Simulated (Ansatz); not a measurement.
# Phonons of ScAl (Pm-3m) against volume, part 2 of 2

Wanted: mode Grüneisen parameters of ScAl (Pm-3m).

Ansatz 0.2.0; DFT PBEsol, scalar-relativistic, plane waves, PAW; PAW set soft_1.

So far, highest frequency on the path or at a solved wavevector (cm⁻¹): step 2 (phonons on a q mesh) 348; step 4 (phonons at the other volume, volume ratio 0.97) 364.

## Step 5: Relaxing at another volume, volume ratio 1.03

The volume is scaled by 1.03 and held; symmetry leaves nothing to relax, so this is a single point. The modes can then be followed against volume.

File input.yaml:

```yaml
crystal:
  lattice:
    - [3.3775639227, 0.0, 0.0]
    - [0.0, 3.3775639227, 0.0]
    - [0.0, 0.0, 3.3775639227]
  atoms:
    - { symbol: Sc, position: [0.5, 0.5, 0.5] }
    - { symbol: Al, position: [0.0, 0.0, 0.0] }
kpoints:
  mp_grid: { grid: [12, 12, 12] }
hamiltonian:
  xc: pbesol
  pseudopotentials: { kind: paw, azcp: { folder: soft_1 }, xc_functional: pbe }
scf:
  occupations: { method: methfessel_paxton, width: 0.2 }
output:
  forces: true
  stress: true
  eigenvalues: true
```

Launch:

```console
> ansatz run input.yaml --threads 4 --pin off --max-ram 10240MiB --backend cpu --events-out ev --progress --plain --runs-dir out
```

Numbers of over 12 decimals in the logs are rounded to 6 here.

The program printed:

```text
[...]
Crystal: 2 atoms, lattice volume = 38.531 Å³
Basis set: ecut = 420 eV, 739 PW (Γ), exchange–correlation on 48×48×48 points (8 copies of the dense FFT grid, shifted against one another)
Bands: 11, of which v1, the nominal top of the filled ones, is band 7 counted from 1 (6 counted from 0)
Symmetry: 48 space group operations
[...]
k-points: 84 of 1728
[...]
--- Band table (eV; the first three rows and the last of 84) ---
  k-point 0: bands = [... 3 lower, -18.5505, 0.9506, 8.7126, 8.7126, 12.0635, 12.0635, 12.0635, 13.0698]
  k-point 1: bands = [... 3 lower, -18.5494, 1.0492, 8.6126, 8.7625, 11.7392, 11.7392, 12.0782, 12.7871]
  k-point 2: bands = [... 3 lower, -18.5465, 1.3409, 8.2253, 8.9056, 11.2311, 11.2311, 12.1188, 12.3827]
  k-point 83: bands = [... 3 lower, -18.6791, 6.8504, 6.8504, 6.8504, 8.8886, 12.2409, 12.2409, 12.2409]
[key lines of the parts left out:]
SCF converged after 7 iterations
Free energy (F): -2636.844253 eV
Fermi energy:    9.365601 eV
P = ⅓ Tr σ = -2.2621 GPa (-22.621 kbar)
```

The job ended after 0.71 s (4 threads of Arm Neoverse V2, shared host; peak memory 0.33 GiB).

This step gave:

```
pressure        : -2.262 GPa
volume per atom : 19.27 Å³
```

The run ends at a pressure of -2.26 GPa.

## Step 6: Phonons at the other volume, volume ratio 1.03

The phonons are repeated at this volume on the same k and q meshes.

input.yaml, as its differences from that of step 5:

```diff
@@ -16,4 +16,11 @@
 output:
-  forces: true
-  stress: true
   eigenvalues: true
+phonons:
+  method: dfpt
+  qmesh: [4, 4, 4]
+  temperatures: { t_max: 1000, t_step: 50 }
+  qpath:
+    path:
+      - [[0.0, 0.0, 0.0], [0.0, 0.5, 0.0], [0.5, 0.5, 0.0], [0.0, 0.0, 0.0], [0.5, 0.5, 0.5], [0.0, 0.5, 0.0]]
+      - [[0.5, 0.5, 0.5], [0.5, 0.5, 0.0]]
+    npoints: 10
```

The program printed:

```text
[...]
Crystal: 2 atoms, lattice volume = 38.531 Å³
Basis set: ecut = 420 eV, 739 PW (Γ), exchange–correlation on 48×48×48 points (8 copies of the dense FFT grid, shifted against one another)
Bands: 11, of which v1, the nominal top of the filled ones, is band 7 counted from 1 (6 counted from 0)
Symmetry: 48 space group operations
k-points: 84 of 1728
[...]
k-point 83: bands = [... 3 lower, -18.6791, 6.8504, 6.8504, 6.8504, 8.8886, 12.2409, 12.2409, 12.2409]
[...]
ASR residual: 1.344e-5 → 0.000e0 eV/Å²; symmetrization residual: 1.578e-6 eV/Å²
  ASR residual per site (eV/Å²): 1.34e-5 4.21e-6
  Γ frequencies (cm⁻¹): 0.00 0.00 0.00 276.87 276.87 276.87
--- Phonons (arbitrary-q DFPT): 10 irreducible q on the 4×4×4 mesh ---
[...]
interpolated dispersion: 62 rows × 6 modes
[...]
[key lines of the parts left out:]
SCF converged after 8 iterations
Free energy (F): -2636.844253 eV
Fermi energy:    9.365603 eV
```

It took 2.5 min on 4 threads; peak memory 1.2 GiB; 9.5 min of CPU time.

Numbers from this step:

```yaml
sum_rule_residual_before_enforcement: 1.34e-5 eV/Å²
highest_frequency_on_the_path_or_at_a_solved_wavevector: 331.7 cm⁻¹
mean_frequency: 209.3 cm⁻¹
debye_temperature_second_moment: 415 K
logarithmic_mean_frequency: 191.5 cm⁻¹
highest_optical_mode_at_the_zone_centre_no_lo_to_term: 276.9 cm⁻¹
lowest_optical_zone_centre_mode: 276.9 cm⁻¹
lowest_mode_on_the_q_mesh_acoustic_modes_at_gamma_apart: 51.45 cm⁻¹
zero_point_energy_per_atom: 38.92 meV
heat_capacity_at_300_k: 22.74 J/(mol atoms K)
vibrational_entropy_at_300_k: 28.21 J/(mol atoms K)
```

Frequencies (cm⁻¹) solved at each irreducible wavevector; negative means imaginary. Frequencies by wavevector, by row:

| q in reciprocal lattice units | star | mode 1 | mode 2 | mode 3 | mode 4 | mode 5 | mode 6 |
| --- | --- | --- | --- | --- | --- | --- | --- |
| 0 0 0 | 1 | 0 | 0 | 0 | 276.9 | 276.9 | 276.9 |
| 0 0 0.25 | 6 | 122.9 | 122.9 | 125.3 | 262.4 | 262.4 | 273.8 |
| 0 0 -0.5 | 3 | 174.4 | 174.4 | 231.5 | 235.1 | 236.2 | 236.2 |
| 0 0.25 0.25 | 12 | 51.5 | 150.4 | 197 | 241.2 | 252.6 | 303.4 |
| 0 0.25 -0.5 | 12 | 104.4 | 144 | 170.4 | 244.2 | 296.8 | 302.2 |
| 0 -0.5 -0.5 | 3 | 54.8 | 54.8 | 164.7 | 253.8 | 331.7 | 331.7 |
| 0.25 0.25 0.25 | 8 | 129.2 | 129.2 | 165.1 | 280.9 | 283.8 | 283.8 |
| 0.25 0.25 -0.5 | 12 | 100.1 | 150.8 | 199.9 | 238.9 | 301.3 | 312.6 |
| 0.25 -0.5 -0.5 | 6 | 134.9 | 134.9 | 202.3 | 260.8 | 311.7 | 311.7 |
| -0.5 -0.5 -0.5 | 1 | 220.7 | 220.7 | 220.7 | 268.1 | 268.1 | 268.1 |

The highest optical mode at the zone centre (no LO-TO term) is 276.9 cm⁻¹, -13.6 cm⁻¹ against the base run.

## Step 7: Grüneisen parameters

The Grüneisen parameter of a mode is minus the logarithmic change of its frequency with volume, −d ln ω / d ln V; weighted by heat capacity it gives the expansion.

This step gave:

- bulk modulus: 81.8 GPa

Phonon branches along the path, in cm⁻¹:

| point | branch 1 | branch 2 | branch 3 | branch 4 | branch 5 | branch 6 |
| --- | --- | --- | --- | --- | --- | --- |
| Γ | 0 | 0 | 0 | 290 | 290 | 290 |
| halfway | 128 | 128 | 132 | 275 | 275 | 286 |
| X | 183 | 183 | 242 | 246 | 247 | 247 |
| halfway | 109 | 150 | 177 | 255 | 311 | 317 |
| M | 59 | 59 | 170 | 265 | 348 | 348 |
| halfway | 54 | 157 | 206 | 252 | 264 | 318 |
| Γ | 0 | 0 | 0 | 290 | 290 | 290 |
| halfway | 136 | 136 | 171 | 294 | 298 | 298 |
| R | 233 | 233 | 233 | 280 | 280 | 280 |
| halfway | 104 | 157 | 211 | 251 | 315 | 328 |
| X | 183 | 183 | 242 | 246 | 247 | 247 |
| jump to R | 233 | 233 | 233 | 280 | 280 | 280 |
| halfway | 143 | 143 | 212 | 273 | 327 | 327 |
| M | 59 | 59 | 170 | 265 | 348 | 348 |

The same for volume x 0.97:

| point | branch 1 | branch 2 | branch 3 | branch 4 | branch 5 | branch 6 |
| --- | --- | --- | --- | --- | --- | --- |
| Γ | 0 | 0 | 0 | 305 | 305 | 305 |
| X | 191 | 191 | 254 | 257 | 258 | 258 |
| M | 63 | 63 | 174 | 276 | 364 | 364 |
| Γ | 0 | 0 | 0 | 305 | 305 | 305 |
| R | 246 | 246 | 246 | 293 | 293 | 293 |
| X | 191 | 191 | 254 | 257 | 258 | 258 |
| R | 246 | 246 | 246 | 293 | 293 | 293 |
| M | 63 | 63 | 174 | 276 | 364 | 364 |

The same for volume x 1.03:

| point | branch 1 | branch 2 | branch 3 | branch 4 | branch 5 | branch 6 |
| --- | --- | --- | --- | --- | --- | --- |
| Γ | 0 | 0 | 0 | 277 | 277 | 277 |
| X | 174 | 174 | 232 | 235 | 236 | 236 |
| M | 55 | 55 | 165 | 254 | 332 | 332 |
| Γ | 0 | 0 | 0 | 277 | 277 | 277 |
| R | 221 | 221 | 221 | 268 | 268 | 268 |
| X | 174 | 174 | 232 | 235 | 236 | 236 |
| R | 221 | 221 | 221 | 268 | 268 | 268 |
| M | 55 | 55 | 165 | 254 | 332 | 332 |

The first set of phonon branches as a text plot (rows in cm⁻¹):

```
    357 |
    341 |            ******                                   ***
    326 |           *    * **              *      ****       *
    311 |          *      *  **          ** *    ******    **
    296 |***      **           ***************  *     **
    281 | *****   *        **  *** *         ****      *  ***
    266 |    *** *  ************    *  *         **     *    ****
    250 |      *****         **      **            *******
    235 |       **                            ****       **
    220 |      *                             *  * **    * ***
    205 |                    *              **      ** *     *
    190 |     * ***           *      ***         *    **** *  *
    175 |      * ************           *  **     *   * *      **
    159 |    **              *           **       ****      *
    144 |    *    *       *   **         ***           *     *
    129 |   *      **               *   *          *
    114 |                *     *       *              *
     99 |           **          *                   **        *
     83 |  *         **         *    **                        *
     68 |             * ***        **                           *
     53 | *            **  ****  *
     38 |                      * * *
     23 |*                      *
      8 |                        **
         Γ      X      M          Γ            R        X|R     M
```

Mode Grueneisen parameter -dln(w)/dln(V), modes matched by rank; at Γ the acoustic branches take the value of a neighbouring point of the path. The mode Grüneisen parameters at the labelled points ():

| point | branch 1 | branch 2 | branch 3 | branch 4 | branch 5 | branch 6 |
| --- | --- | --- | --- | --- | --- | --- |
| Γ | 1.95 | 1.21 | 1.21 | 1.60 | 1.60 | 1.60 |
| halfway | 1.30 | 1.30 | 1.75 | 1.57 | 1.57 | 1.50 |
| X | 1.48 | 1.48 | 1.53 | 1.49 | 1.50 | 1.50 |
| halfway | 1.47 | 1.34 | 1.24 | 1.49 | 1.53 | 1.61 |
| M | 2.32 | 2.32 | 0.94 | 1.43 | 1.56 | 1.56 |
| halfway | 1.87 | 1.38 | 1.50 | 1.49 | 1.53 | 1.60 |
| Γ | 2.43 | 1.23 | 1.47 | 1.60 | 1.60 | 1.60 |
| halfway | 1.64 | 1.64 | 1.15 | 1.49 | 1.60 | 1.60 |
| R | 1.82 | 1.82 | 1.82 | 1.47 | 1.47 | 1.47 |
| halfway | 1.20 | 1.40 | 1.77 | 1.61 | 1.50 | 1.55 |
| X | 1.48 | 1.48 | 1.53 | 1.49 | 1.50 | 1.50 |
| jump to R | 1.82 | 1.82 | 1.82 | 1.47 | 1.47 | 1.47 |
| halfway | 1.81 | 1.81 | 1.50 | 1.47 | 1.54 | 1.54 |
| M | 2.32 | 2.32 | 0.94 | 1.43 | 1.56 | 1.56 |

The mode Grüneisen parameters as a text plot (rows in , shown from 1.0 to 2.3 only):

```
   2.29 |              *       *
   2.24 |               *                                       *
   2.18 |
   2.13 |
   2.07 |                     *                                *
   2.01 |
   1.96 |*            *  *
   1.90 | *                                                   *
   1.85 |  *            *    *
   1.79 |                                  **********     ****
   1.74 |   *         *   ***            **  *  **
   1.68 |    *       *                           **  *     *
   1.63 |**   *   ***      ***   ***   **** *     * ***     *
   1.57 |******      ******   ***  *****   **      ******     ***
   1.51 |   *  ******    * *** **  **** ******  **************
   1.46 |    **********  **   *  ** ****      ***  *    ********
   1.40 |     *   * *  ** *****    *                *   *       *
   1.35 |    *    **           *       *   *           *
   1.29 |   *      *       **   *                    ***
   1.24 |***                     **                           *
   1.18 |                 *                         *
   1.13 |           *                   ***           *        *
   1.07 |            *   *
   1.01 |             *                              *          *
         Γ      X      M          Γ            R        X|R     M
```

(dS/dlnV)/C_V. Table of thermodynamic Grueneisen parameter by temperature:

| temperature (K) | thermodynamic Grueneisen parameter |
| --- | --- |
| 50 | 1.54 |
| 100 | 1.51 |
| 150 | 1.51 |
| 200 | 1.52 |
| 250 | 1.52 |
| 300 | 1.52 |
| 350 | 1.52 |
| 400 | 1.52 |
| 450 | 1.52 |
| 500 | 1.52 |
| 550 | 1.52 |
| 600 | 1.52 |
| 650 | 1.52 |
| 700 | 1.52 |
| 750 | 1.52 |
| 800 | 1.52 |
| 850 | 1.52 |
| 900 | 1.52 |
| 950 | 1.52 |
| 1000 | 1.52 |

Gamma C_V/(B V) at the static volume. Table of volume expansion by temperature:

| temperature (K) | volume expansion (1e-6/K) |
| --- | --- |
| 50 | 6.91 |
| 100 | 19.9 |
| 150 | 28.4 |
| 200 | 33.0 |
| 250 | 35.6 |
| 300 | 37.1 |
| 350 | 38.1 |
| 400 | 38.8 |
| 450 | 39.3 |
| 500 | 39.6 |
| 550 | 39.9 |
| 600 | 40.1 |
| 650 | 40.2 |
| 700 | 40.3 |
| 750 | 40.5 |
| 800 | 40.5 |
| 850 | 40.6 |
| 900 | 40.6 |
| 950 | 40.7 |
| 1000 | 40.7 |

## Step 8: What came out

| Item | Value |
| --- | --- |
| bulk modulus | 81.8 GPa |
| thermodynamic Grüneisen parameter at 300 K | 1.518 |
| volume expansion at 300 K, estimated | 37.12 × 10⁻⁶ K⁻¹ |

By this estimate the volume grows by 37.1 × 10⁻⁶ per kelvin at 300 K. The highest optical mode at Γ goes from 305 to 277 cm⁻¹ as the cell grows, a Grüneisen parameter of 1.60. Mode parameters on the path run from 0.94 to 2.4, with a median of 1.5. Branches are matched by rank, so values near crossings are rough. The expansion is the Grüneisen estimate at the static volume, with the static bulk modulus. With no gap, or one that is small against the smearing, the frequencies hang on the k mesh and the smearing, most of all near Kohn anomalies. The PAW files were made for PBE and serve the other functionals too.

[Logs are printed without paths, hosts, clocks, repeated set-up lines and the standing remarks that a program may print on its own settings, such as how far it seeks lower states.]

[Hosts, paths, dates, database ids (printed as entryN), source tags and the programs' standing remarks are cut or masked in the printed files.]
